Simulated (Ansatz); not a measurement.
# Li on Mo(100): change of the work function, part 2 of 5

How does Li on the hollow site change the work function of Mo(100) as the layer fills?

Ansatz 0.2.0; plane-wave DFT, LDA, Ansatz PAW (the session's first sound run).

So far, work function, upper face (eV): step 2 (the clean slab) 4.24.

## (3) Adsorbate added, k-mesh 5×5×1, coverage 0.25 ML

System of this step: Li/Mo(100). The cell holds 21 atoms: 20 Mo and 1 Li. Its edges and angles: a = 6.300 Å, b = 6.300 Å, c = 25.945 Å, α = 90.0°, β = 90.0°, γ = 90.0°. Vacuum lies along c.

The clean slab as it ended is repeated in the plane and the adsorbate is set on one face; the cell's size fixes the coverage, and the k-mesh shrinks with it to keep the sampling density about even. Adsorbate and upper layers relax, since the dipole depends on the height.

File input.yaml:

```yaml
crystal:
  lattice:
    - [6.3, 0.0, 0.0]
    - [0.0, 6.3, 0.0]
    - [0.0, 0.0, 25.9450118701]
  atoms:
    - { symbol: Mo, position: [0.0, 0.0, 0.3468874882] }
    - { symbol: Mo, position: [0.25, 0.25, 0.4075927987] }
    - { symbol: Mo, position: [0.0, 0.0, 0.4648596771] }
    - { symbol: Mo, position: [0.25, 0.25, 0.5270752622] }
    - { symbol: Mo, position: [0.0, 0.0, 0.577916297] }
    - { symbol: Mo, position: [0.0, 0.5, 0.3468874882] }
    - { symbol: Mo, position: [0.25, 0.75, 0.4075927987] }
    - { symbol: Mo, position: [0.0, 0.5, 0.4648596771] }
    - { symbol: Mo, position: [0.25, 0.75, 0.5270752622] }
    - { symbol: Mo, position: [0.0, 0.5, 0.577916297] }
    - { symbol: Mo, position: [0.5, 0.0, 0.3468874882] }
    - { symbol: Mo, position: [0.75, 0.25, 0.4075927987] }
    - { symbol: Mo, position: [0.5, 0.0, 0.4648596771] }
    - { symbol: Mo, position: [0.75, 0.25, 0.5270752622] }
    - { symbol: Mo, position: [0.5, 0.0, 0.577916297] }
    - { symbol: Mo, position: [0.5, 0.5, 0.3468874882] }
    - { symbol: Mo, position: [0.75, 0.75, 0.4075927987] }
    - { symbol: Mo, position: [0.5, 0.5, 0.4648596771] }
    - { symbol: Mo, position: [0.75, 0.75, 0.5270752622] }
    - { symbol: Mo, position: [0.5, 0.5, 0.577916297] }
    - { symbol: Li, position: [0.25, 0.25, 0.6531125118] }
kpoints:
  mp_grid: { grid: [5, 5, 1] }
hamiltonian:
  xc: lda
scf:
  occupations: { method: fermi_dirac, width: 0.1 }
  convergence: { dr2_threshold: 1.0e-08 }
efield:
  axis: 3
  dipole_correction: true
  ramp_position: 0.97
  ramp_width: 0.06
relax:
  f_tol: 0.02
  max_steps: 60
  constraints: [{ sites: [0, 1, 5, 6, 10, 11, 15, 16] }]
output:
  bader: true
  dos: { projected: true, e_range: [-8, 4] }
  write_potential: true
  write_density: true
  volumetric_format: npy
  elf: true
```

Launch:

```
ansatz run input.yaml --threads 4 --pin off --max-ram 12288MiB --backend cpu --events-out ev --progress --plain --runs-dir out
```

Numbers of over 12 decimals in the logs are rounded to 6 here.

The program printed:

```text
[...]
Crystal: 21 atoms, lattice volume = 1029.758 Å³
Basis set: ecut = 420 eV, 20155 PW (Γ)
Bands: 170, of which v1, the nominal top of the filled ones, is band 142 counted from 1 (141 counted from 0)
Symmetry: 8 space group operations
[...]
k-points: 6 of 25
[...]
SCF iter   1: F=—  HF=-97040.680100 eV  |F-HF|=—  |Δ(HF+E_count)|=         —  Δρ=1.09e-2  dr2=1.25e1  ethr=1.77e-3  p=0.335 e·Å  D=5.88e-2 V/Å  ΔV_dip=-1.53 eV  dr2_dipole=4.02e0  V_vac-E_F(+/−)=2.85/4.38 eV  ⟨swp⟩=10.7  Hψ=5240  notcnv=0
[...]
SCF iter  11: F=-97040.315138 eV  HF=-97040.315138 eV  |F-HF|=4.55e-9  |Δ(HF+E_count)|=   3.39e-9  Δρ=3.05e-7  dr2=4.60e-9  ethr=3.53e-12  p=0.222 e·Å  D=3.91e-2 V/Å  ΔV_dip=-1.01 eV  dr2_dipole=8.44e-10  V_vac-E_F(+/−)=3.29/4.30 eV  ⟨swp⟩=11.8  Hψ=7241  notcnv=0
SCF 1 converged in 11 iterations: F = -97040.315138 eV  dr2 = 4.60e-9
[...]
relax step   1: F+E_penalty+E_count = -97040.31513819 eV  Δ(F+E_penalty+E_count) = +0.000e0 eV  max|allowed force component| = 2.817e-1 eV/Å  Δτ_max = 0.0000 Å  (11 SCF iters, accepted)
[...]
SCF iter   1: F=—  HF=-97040.415609 eV  |F-HF|=—  |Δ(HF+E_count)|=         —  Δρ=4.05e-3  dr2=7.37e-1  ethr=2.09e-4  p=0.222 e·Å  D=3.91e-2 V/Å  ΔV_dip=-1.01 eV  dr2_dipole=2.32e-1  V_vac-E_F(+/−)=3.31/4.32 eV  ⟨swp⟩=1.8  Hψ=3110  notcnv=0
[...]
eigensolver tolerance schedule calibrated: the retry pair's looser diagonalisation under-reported the residual by θ = 0.20 (0.17/decade); ethr = c·dr2/N_el runs at the constant in force after the calibration composes with the one it found (an armed cap, an earlier calibration), c = 3.5e-2
[...]
SCF iter   2: F=—  HF=-97040.397395 eV  |F-HF|=—  |Δ(HF+E_count)|=   1.82e-2  Δρ=1.90e-3  dr2=8.59e-2  ethr=9.17e-5  p=0.184 e·Å  D=3.23e-2 V/Å  ΔV_dip=-0.84 eV  dr2_dipole=1.17e-4  V_vac-E_F(+/−)=3.47/4.30 eV  ⟨swp⟩=3.0  Hψ=1852  notcnv=0
[...]
SCF iter   9: F=-97040.386181 eV  HF=-97040.386181 eV  |F-HF|=7.28e-11  |Δ(HF+E_count)|=   2.75e-8  Δρ=5.75e-7  dr2=5.63e-9  ethr=1.24e-12  p=0.169 e·Å  D=2.97e-2 V/Å  ΔV_dip=-0.77 eV  dr2_dipole=2.51e-10  V_vac-E_F(+/−)=3.53/4.30 eV  ⟨swp⟩=11.7  Hψ=7488  notcnv=0
SCF 2 converged in 9 iterations: F = -97040.386181 eV  dr2 = 5.63e-9
relax step   2: F+E_penalty+E_count = -97040.38618125 eV  Δ(F+E_penalty+E_count) = -7.104e-2 eV  max|allowed force component| = 2.206e-1 eV/Å  Δτ_max = 0.1946 Å  (9 SCF iters, accepted)
[...]
SCF iter  10: F=-97040.363658 eV  HF=-97040.363658 eV  |F-HF|=1.46e-10  |Δ(HF+E_count)|=   9.87e-9  Δρ=3.05e-7  dr2=2.17e-9  ethr=3.53e-12  p=0.135 e·Å  D=2.37e-2 V/Å  ΔV_dip=-0.62 eV  dr2_dipole=2.10e-12  V_vac-E_F(+/−)=3.68/4.30 eV  ⟨swp⟩=11.2  Hψ=7269  notcnv=0
SCF 3 converged in 10 iterations: F = -97040.363658 eV  dr2 = 2.17e-9
relax step   3: F+E_penalty+E_count = -97040.36365798 eV  Δ(F+E_penalty+E_count) = +2.252e-2 eV  max|allowed force component| = 4.835e-1 eV/Å  Δτ_max = 0.1950 Å  (10 SCF iters, rejected (line search))
[...]
relax step   4: F+E_penalty+E_count = -97040.40569267 eV  Δ(F+E_penalty+E_count) = -1.951e-2 eV  max|allowed force component| = 1.669e-1 eV/Å  Δτ_max = 0.0618 Å  (10 SCF iters, accepted)
[...]
relax step   5: F+E_penalty+E_count = -97040.40319274 eV  Δ(F+E_penalty+E_count) = +2.500e-3 eV  max|allowed force component| = 1.439e-1 eV/Å  Δτ_max = 0.0380 Å  (9 SCF iters, rejected (line search))
SCF iter   1: F=—  HF=-97040.414226 eV  |F-HF|=—  |Δ(HF+E_count)|=         —  Δρ=1.78e-3  dr2=1.92e-1  ethr=8.77e-4  p=0.156 e·Å  D=2.74e-2 V/Å  ΔV_dip=-0.71 eV  dr2_dipole=4.45e-2  V_vac-E_F(+/−)=3.59/4.30 eV  ⟨swp⟩=2.2  Hψ=1368  notcnv=0
[...]
SCF iter   9: F=-97040.407689 eV  HF=-97040.407689 eV  |F-HF|=3.83e-9  |Δ(HF+E_count)|=   5.62e-9  Δρ=5.63e-7  dr2=7.96e-9  ethr=3.53e-12  p=0.155 e·Å  D=2.73e-2 V/Å  ΔV_dip=-0.71 eV  dr2_dipole=8.17e-11  V_vac-E_F(+/−)=3.59/4.30 eV  ⟨swp⟩=9.2  Hψ=8023  notcnv=0
SCF 6 converged in 9 iterations: F = -97040.407689 eV  dr2 = 7.96e-9
relax step   6: F+E_penalty+E_count = -97040.40768920 eV  Δ(F+E_penalty+E_count) = -1.997e-3 eV  max|allowed force component| = 4.247e-3 eV/Å  Δτ_max = 0.0164 Å  (9 SCF iters, accepted)
NSCF: frozen V_eff on 6 k-points
[...]
SCF converged after 9 iterations
Free energy (F): -97040.407689 eV
[...]
Internal energy: -97039.597276 eV  (E = F + TS)
E sigma→0 (E₀):  -97040.002483 eV
Entropy (-TS):   -0.810413 eV (-38.591 meV/atom)
Fermi energy:    3.690321 eV
Dipole field:    D = 0.027286 V/Å  (p = 0.155277 e·Å, saw-weighted, corrected)
Work function:   Φ+ = 3.5924 eV   Φ− = 4.3004 eV
[...]
--- Forces (eV/Å), atoms counted from 1 ---
  atom   1  Mo    -0.02045739    -0.02045739     1.57167580
  atom   2  Mo    -0.00000000    -0.00000000    -1.39563315
  atom   3  Mo     0.00040070     0.00040070    -0.00424684
  atom   4  Mo    -0.00000000    -0.00000000    -0.00136497
  atom   5  Mo    -0.00001338    -0.00001338    -0.00005984
  atom   6  Mo    -0.02045739     0.02045739     1.57167580
  atom   7  Mo    -0.00000000    -0.00000000    -1.57297882
  atom   8  Mo     0.00040070    -0.00040070    -0.00424684
  atom   9  Mo    -0.00000000    -0.00000000     0.00095899
  atom  10  Mo    -0.00001338     0.00001338    -0.00005984
  atom  11  Mo     0.02045739    -0.02045739     1.57167580
  atom  12  Mo    -0.00000000     0.00000000    -1.57297882
  atom  13  Mo    -0.00040070     0.00040070    -0.00424684
  atom  14  Mo     0.00000000     0.00000000     0.00095899
  atom  15  Mo     0.00001338    -0.00001338    -0.00005984
  atom  16  Mo     0.02045739     0.02045739     1.57167580
  atom  17  Mo    -0.00000000     0.00000000    -1.72618300
  atom  18  Mo    -0.00040070    -0.00040070    -0.00424684
  atom  19  Mo    -0.00000000     0.00000000    -0.00018669
  atom  20  Mo     0.00001338     0.00001338    -0.00005984
  atom  21  Li    -0.00000000    -0.00000000    -0.00176264
  max |Σ_I F_I| component: 3.06e-4 eV/Å
--- Band table (eV; the first three rows and the last of 6) ---
  k-point 0: bands = [... 138 lower, 3.5174, 3.5446, 3.5982, 3.5982, 3.6010, 4.1705, 4.2314, 4.5552, ... 24 higher]
  k-point 1: bands = [... 138 lower, 3.6729, 3.7057, 3.8154, 3.8724, 3.9385, 3.9679, 4.0293, 4.2136, ... 24 higher]
  k-point 2: bands = [... 138 lower, 3.5825, 3.6012, 3.7518, 3.7915, 4.0058, 4.0180, 4.0926, 4.1713, ... 24 higher]
  k-point 5: bands = [... 138 lower, 3.2742, 3.4607, 3.5168, 3.5528, 3.6223, 3.6369, 3.6684, 3.6965, ... 24 higher]
--- Relaxed structure (6 steps of the walk, 4 accepted, 0 SCFs on fresh bases) ---
  F+E_penalty+E_count = -97040.40768920 eV   max|allowed force component| = 4.247e-3 eV/Å
  atoms:
    - { symbol: Mo, position: [0.0, 0.0, 0.3468874882] }
    - { symbol: Mo, position: [0.250000, 0.250000, 0.407593] }
    - { symbol: Mo, position: [0.00134519, 0.00134519, 0.465029] }
    - { symbol: Mo, position: [0.250000, 0.250000, 0.529019] }
    - { symbol: Mo, position: [-0.011939, -0.011939, 0.578488] }
    - { symbol: Mo, position: [0.0, 0.500000, 0.3468874882] }
    - { symbol: Mo, position: [0.250000, 0.750000, 0.407593] }
    - { symbol: Mo, position: [0.00134519, 0.498655, 0.465029] }
    - { symbol: Mo, position: [0.250000, 0.750000, 0.527111] }
    - { symbol: Mo, position: [-0.011939, 0.511939, 0.578488] }
    - { symbol: Mo, position: [0.500000, 0.0, 0.3468874882] }
    - { symbol: Mo, position: [0.750000, 0.250000, 0.407593] }
    - { symbol: Mo, position: [0.498655, 0.00134519, 0.465029] }
    - { symbol: Mo, position: [0.750000, 0.250000, 0.527111] }
    - { symbol: Mo, position: [0.511939, -0.011939, 0.578488] }
    - { symbol: Mo, position: [0.500000, 0.500000, 0.3468874882] }
    - { symbol: Mo, position: [0.750000, 0.750000, 0.407593] }
    - { symbol: Mo, position: [0.498655, 0.498655, 0.465029] }
    - { symbol: Mo, position: [0.750000, 0.750000, 0.524866] }
    - { symbol: Mo, position: [0.511939, 0.511939, 0.578488] }
    - { symbol: Li, position: [0.250000, 0.250000, 0.643311] }
--- Bader charges: 21 sites ---
  site symbol  charge [e]  shift [e]
     0     Mo     -0.0619     0.0000
     1     Mo      0.0371     0.0000
     2     Mo      0.0693     0.0000
     3     Mo      0.0017     0.0000
     4     Mo     -0.2799     0.0003
     5     Mo     -0.0619     0.0000
     6     Mo      0.0337     0.0000
     7     Mo      0.0693     0.0000
     8     Mo      0.0442     0.0000
     9     Mo     -0.2799     0.0003
    10     Mo     -0.0619     0.0000
    11     Mo      0.0337     0.0000
    12     Mo      0.0693     0.0000
    13     Mo      0.0442     0.0000
    14     Mo     -0.2800     0.0003
    15     Mo     -0.0619     0.0000
    16     Mo      0.0350     0.0000
    17     Mo      0.0693     0.0000
    18     Mo      0.0479     0.0000
    19     Mo     -0.2799     0.0003
    20     Li      0.8126     0.0012
  estimated error of the sums over rays = 9.6e-4 e
```

Run time: 5.4 min. Hardware: 4 threads of Arm Neoverse V1, shared host; peak memory 3.6 GiB; 22 min of CPU time.

Step by step:

| step | energy less that of the first step (eV) | largest force component (eV/Å) |
| --- | --- | --- |
| 1 | 0.0000 | 0.2817 |
| 2 | -0.0710 | 0.2206 |
| 3 | -0.0485 | 0.4835 |
| 4 | -0.0906 | 0.1669 |
| 5 | -0.0881 | 0.1439 |
| 6 | -0.0926 | 0.0042 |

Relaxation steps 3, 5 were tried and not accepted.

Forces are held to the 8 operations that the run works with; a distortion that breaks them can't arise in this run.

The atoms that moved most (Å):

| atom | dx | dy | dz | length |
| --- | --- | --- | --- | --- |
| Li21 | 0.000 | 0.000 | -0.254 | 0.254 |
| Mo20 | 0.075 | 0.075 | 0.015 | 0.107 |
| Mo15 | 0.075 | -0.075 | 0.015 | 0.107 |
| Mo10 | -0.075 | 0.075 | 0.015 | 0.107 |
| Mo5 | -0.075 | -0.075 | 0.015 | 0.107 |
| Mo19 | 0.000 | 0.000 | -0.057 | 0.057 |
| Mo4 | 0.000 | 0.000 | 0.050 | 0.050 |
| Mo3 | 0.008 | 0.008 | 0.004 | 0.013 |

Final coordinates:

```xyz
21
Lattice="6.3000 0.0000 0.0000 0.0000 6.3000 0.0000 0.0000 0.0000 25.9450" Properties=species:S:1:pos:R:3
Mo    0.0000    0.0000    9.0000
Mo    1.5750    1.5750   10.5750
Mo    0.0085    0.0085   12.0652
Mo    1.5750    1.5750   13.7254
Mo   -0.0752   -0.0752   15.0089
Mo    0.0000    3.1500    9.0000
Mo    1.5750    4.7250   10.5750
Mo    0.0085    3.1415   12.0652
Mo    1.5750    4.7250   13.6759
Mo   -0.0752    3.2252   15.0089
Mo    3.1500    0.0000    9.0000
Mo    4.7250    1.5750   10.5750
Mo    3.1415    0.0085   12.0652
Mo    4.7250    1.5750   13.6759
Mo    3.2252   -0.0752   15.0089
Mo    3.1500    3.1500    9.0000
Mo    4.7250    4.7250   10.5750
Mo    3.1415    3.1415   12.0652
Mo    4.7250    4.7250   13.6176
Mo    3.2252    3.2252   15.0089
Li    1.5750    1.5750   16.6907
```

This step gave:

```yaml
energy_at_zero_smearing: -97040.0025 eV
work_function_upper_face: 3.592 eV
work_function_lower_face: 4.300 eV
dipole_along_the_normal: 0.1553 e·Å
step_between_the_vacuum_levels: -0.7079 eV
```

Running mean over 1.575 Å of the planar mean; the ramp of the sawtooth is left out. Table of electron's electrostatic potential energy less the Fermi level by z:

z (Å), electron's electrostatic potential energy less the Fermi level (eV) and a bar from the least value:
```
        4        4.3 ##############################
        5        4.3 ##############################
        6        4.2 ##############################
        7        3.6 #############################
        8       -2.3 ####################
        9      -11.4 #####
       10      -12.4 ####
       11      -13.4 ##
       12      -13.0 ##
       13      -12.4 ####
       14      -14.6 
       15      -12.7 ###
       16       -2.9 ###################
       17        2.3 ###########################
       18        3.3 ############################
       19        3.6 #############################
       20        3.6 #############################
       21        3.6 #############################
       22        3.6 #############################
```

The density of states has structure finer than the step of the table below, so its rows give means over 0.25 eV, whole bins alone (the curve runs from -8 to 1.74 eV). Peaks (eV: height): -3.130: 52.4, -2.890: 61.2, -2.770: 82.8, -2.290: 58.7, 1.080: 72.8, 1.170: 66.6, 1.620: 64.5.

Density of states against energy, zero at the Fermi level; means over each step:

| energy (eV) | density of states (states/eV a cell) |
| --- | --- |
| -6.75 | 0 |
| -6.50 | 0.660 |
| -6.25 | 1.35 |
| -6.00 | 1.39 |
| -5.75 | 2.47 |
| -5.50 | 1.14 |
| -5.25 | 4.11 |
| -5.00 | 8.51 |
| -4.75 | 20.5 |
| -4.50 | 19.0 |
| -4.25 | 21.6 |
| -4.00 | 17.2 |
| -3.75 | 18.5 |
| -3.50 | 35.2 |
| -3.25 | 26.1 |
| -3.00 | 31.4 |
| -2.75 | 33.2 |
| -2.50 | 18.1 |
| -2.25 | 26.3 |
| -2.00 | 25.3 |
| -1.75 | 29.2 |
| -1.50 | 20.6 |
| -1.25 | 21.5 |
| -1.00 | 22.2 |
| -0.75 | 23.6 |
| -0.50 | 22.6 |
| -0.25 | 17.5 |
| 0.00 | 26.9 |
| 0.25 | 19.1 |
| 0.50 | 18.2 |
| 0.75 | 25.7 |
| 1.00 | 30.4 |
| 1.25 | 34.4 |
| 1.50 | 34.0 |

Projected DOS per atom over height of the atomic layer and energy from the Fermi level. Layers: Mo4 Mo4 Mo4 Mo4 Mo4 Li from below.

Ten even steps from '_' (0.00 states/eV) to '@' (2.11 states/eV), each cell a mean:
```
####****++__
@@**##++**::
##--==::++__
@@::--::**__
@@::--::%%__
%%--..--@@..
##------**__
++==++==**__
##**==++##__
++++==++==__
++@@**%%++__
++%%%%%%++__
::++****==__
..++##++::__
..++##++::__
__..::::____
____________
____________
____________
____________
____________
____________
```
Columns: height of the atomic layer (Å) from 9 to 16.7 (not evenly spaced); rows upwards: energy from the Fermi level (eV) from -7.96 to 1.75.

Valence density in the ca plane at fractional y = 0.250, with atoms of Mo and Li within 0.2 Å of it. It is the smooth field of the valence electrons, not physical close to the nuclei.

Ten steps, logarithmic in the rise over the least value, from '0' (0.0 e/Å³) to '9' (6.6 e/Å³), each cell a mean:
```
12233333333333333333222110000000000000000000
11223345543333455543221100000000000000000000
11223478874334689864221100000000000000000000
11223589985334799974221100000000000000000000
11223589985334799974221100000000000000000000
11223478874334688863221100000000000000000000
11223345543333455543221100000000000000000000
12233333333333333333222110000000000000000000
12233333333333333333322110000000000000000000
12233334443333344433322110000000000000000000
11223467764333467753322222000000000000000000
11223589985334689974322587300000000000000000
11123699985334799984322699400000000000000000
11223589985334689974322587200000000000000000
11223467764333467753322222000000000000000000
12233334443333344433322110000000000000000000
12233333333333333333322110000000000000000000
```
Columns run along c (16.0 Å, from fractional 0.30 to 0.92 of the cell), rows up along a (6.3 Å). Atoms in or near the plane, at fractional coordinates: Mo at (0.41, 0.25), Mo at (0.53, 0.25), Mo at (0.41, 0.75), Mo at (0.53, 0.75), Li at (0.64, 0.25).

Electrostatic potential energy in the ca plane at fractional y = 0.250, with atoms of Mo and Li within 0.2 Å of it. With pseudopotentials it is smooth inside the atoms' cores, unlike the true potential.

Ten even steps from '0' (-66 eV) to '9' (8 eV), each cell a mean:
```
99999999999999999999999999999999999999999999
99999976679999876789999999999999999999999999
99999741147998621268999999999999999999999999
99999610016998400048999999999999999999999999
99999610016998400048999999999999999999999999
99999741247998631268999999999999999999999999
99999976689999876789999999999999999999999999
99999999999999999999999999999999999999999999
99999999999999999999999999999999999999999999
99999988889999988899999999999999999999999999
99999864468999753479999988999999999999999999
99999720027998510048999756799999999999999999
99999610016998400037999644799999999999999999
99999720027998510048999756799999999999999999
99999864468999854479999988999999999999999999
99999988889999988899999999999999999999999999
99999999999999999999999999999999999999999999
```
Columns run along c (16.0 Å, from fractional 0.30 to 0.92 of the cell; values clipped at the 3rd and 97th percentile), rows up along a (6.3 Å). Atoms in or near the plane, at fractional coordinates: Mo at (0.41, 0.25), Mo at (0.53, 0.25), Mo at (0.41, 0.75), Mo at (0.53, 0.75), Li at (0.64, 0.25).

ELF in the ca plane at fractional y = 0.250, with atoms of Mo and Li within 0.2 Å of it. It is the smooth field of the valence electrons, not physical close to the nuclei.

Ten even steps from '0' (0.00 × 1e-1) to '9' (9.72 × 1e-1), each cell a mean:
```
33334422234444322234333444432100000000000000
23344322223443222223433333321100000000000000
23343256652332466642343322211000000000000000
23332375562232564651233322110000000000000000
23332375562232564651233322111000000000000000
23343256652332366632343322211000000000000000
23344322223443222223433333321100000000000000
33334432234444322234333444432100000000000000
33334433344434433344444554432100000000000000
33334321123444311234444321111100000000000000
23343245532343245432453100000000000000000000
23332366662232476752241277200000000000000000
23331364563231464652230499600000000000000000
23332366662232476752241277200000000000000000
23343235532343245432453100000000000000000000
33334321123444321234444421111100000000000000
33334433344434433344444554432100000000000000
```
Columns run along c (16.0 Å, from fractional 0.30 to 0.92 of the cell), rows up along a (6.3 Å). Atoms in or near the plane, at fractional coordinates: Mo at (0.41, 0.25), Mo at (0.53, 0.25), Mo at (0.41, 0.75), Mo at (0.53, 0.75), Li at (0.64, 0.25).

The relaxation took 6 steps and lowered the energy by 0.093 eV; the largest force on the free atoms ends at 0.0042 eV/Å.

By hand: a sheet of dipoles makes a step −p/(ε₀A) in the electron's potential. With e/ε₀ = 180.95 V·Å, p = 0.1553 e·Å and A = 39.69 Å², that is −180.95 × (0.1553) / 39.69 = -0.708 eV, and the two vacuum levels of the run differ by -0.708 eV.

The covered face has 3.59 eV, -0.65 eV against the clean one; the bare back face has moved by -0.01 eV, a measure of how thin the slab is.

(Continued in part 3 of 5.)

[Logs are printed without paths, hosts, clocks, repeated set-up lines and the standing remarks that a program may print on its own settings, such as how far it seeks lower states.]

[Hosts, paths, dates, database ids (printed as entryN), source tags and the programs' standing remarks are cut or masked in the printed files.]

[Maps of the electrostatic potential energy from Ansatz leave out the sawtooth potential of an applied field or a dipole correction, so their vacuum need not be flat; planar profiles and work functions include it.]

[The density of states shown here was stored with 400 of the rows of the run's finer table, so its peaks can read low, often by over a quarter, or be missed, and its means over a window can be off by a tenth or more.]
